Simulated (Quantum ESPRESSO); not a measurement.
# Energy and gap at +3 % biaxial strain: tetragonal PbO, 1 layer

**Set-up.** Quantum ESPRESSO 7.5 driven by ASE, PBE, GBRV ultrasoft, ESM (bc1); atomic heights clamped; cell area 16.398 Å² at zero strain.

```
strain (%)  energy (meV a cell)  gap on the mesh (eV)
        −3                82.31                 2.757
      −1.5                18.50                 2.623
         0                 0.00                 2.494
      +1.5                22.27                 2.380
```

To predict: What are energy and gap at +3 %, and how stiff is the sheet?

**Fit.** About zero, E'' = (18.50 + 22.27 − 2 × 0.00)/1.5² = 18.12 meV per %² and E' = (22.27 − 18.50)/3 = 1.26 meV per %. With E = A K ε², where K = (C11 + C22)/2 + C12 (C11 + C12 for a hexagonal sheet), K = 18.12 × 10/(2 × 16.398) × 16.02 = 89 N/m. The parabola gives E(+3 %) = 0.00 + 3 × (1.26) + 4.5 × 18.12 = 85.3 meV. Continuing the last slope, the gap is 2 × 2.380 − 2.494 = 2.266 eV.

What the calculation gave: E = 80.6 meV and the gap 2.281 eV. The parabola misses by +4.7 meV, too high, since bonds soften under tension. The gap's line misses by −0.015 eV.

Caveats: Clamped heights stiffen sheets with several planes. Semilocal gap, no spin-orbit coupling.

[Logs are printed without paths, hosts, clocks, repeated set-up lines and the standing remarks that a program may print on its own settings, such as how far it seeks lower states.]
